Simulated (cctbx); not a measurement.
## Interatomic vectors of YbMgCr2

Space group Cmcm (no. 63), a = 4.1550 Å, b = 10.0250 Å, c = 7.2620 Å, α = 90.00°, β = 90.00°, γ = 90.00°, content Yb4 Cr8 Mg4.

Simulated single-crystal data (cctbx): synchrotron X-rays, λ = 0.6889 Å, to d = 0.75 Å, 80 % of the full sphere, strongest reflection 5000 counts, noise from counting, a 1.5 % proportional error and a noise floor of 2 counts (s.d.); no absorption, some extinction.

Patterson synthesis, origin scaled to 1000:

```text
Patterson group C m m m
      u       v       w   height  length (A)
  0.000   0.000   0.000   1000.0     0.00
  0.000   0.137   0.500    509.6     3.88
  0.000   0.287   0.190    223.1     3.19
  0.000   0.423   0.307    221.0     4.79
  0.000   0.284   0.000     97.9     2.84
  0.000   0.000   0.378     41.9     2.74
  0.000   0.285   0.500     39.2     4.62
  0.000   0.129   0.330     23.1     2.72
  0.000   0.410   0.171     22.0     4.29
  0.269   0.000   0.000     16.0     1.12
  0.206   0.204   0.500     14.4     4.25
  0.197   0.068   0.000     13.6     1.07
  0.000   0.062   0.124     11.4     1.10
  0.219   0.079   0.319     10.7     2.61
```

**Question.** Which atom pairs make the peaks, and where is the heaviest atom?

A peak at u stands for all pairs with xi − xj = u, with weight Σ ZiZj against Σ Z² = 24784 at the origin. Peak heights follow these weights only roughly, since form factors, motion and series ripples differ, all vectors within 0.55 Å of a peak are counted as merged into it though the farther ones add only part of their weight, and F(000) is left out, which lowers the whole map:

| u | v | w | shortest length (Å) | height | 1000 ΣZiZj/ΣZ² | pairs in the cell |
| --- | --- | --- | --- | --- | --- | --- |
| 0.000 | 0.137 | 0.500 | 3.88 | 510 | 531 | 2 × Yb–Yb, 4 × Yb–Mg |
| 0.000 | 0.287 | 0.190 | 3.19 | 223 | 271 | 4 × Yb–Cr |
| 0.000 | 0.423 | 0.307 | 3.14 | 221 | 271 | 4 × Yb–Cr |
| 0.000 | 0.284 | 0.000 | 2.85 | 98 | 136 | 4 × Yb–Mg |

The table stops at ten peaks or at a height of 45, below which ripples compete. In the model behind the data Yb, the heaviest element, has 1 independent site: (1/2, 0.4324, 1/4), up to an allowed shift of origin; the Yb–Yb vectors are differences of these positions and their symmetry mates. The whole model:

```
atom  mult.    x       y       z  Ueq (Å²)
 Yb1      4  1/2  0.4324     1/4    0.0096
 Cr1      8    0  0.3554  0.9430    0.0074
 Mg1      4    0  0.2189     1/4    0.0128
```

The model was made for the exercise: a known structure type with other elements put in, its volume estimated, not relaxed; displacement parameters are assumed.

[Logs are printed without paths, hosts, clocks, repeated set-up lines and the standing remarks that a program may print on its own settings, such as how far it seeks lower states.]
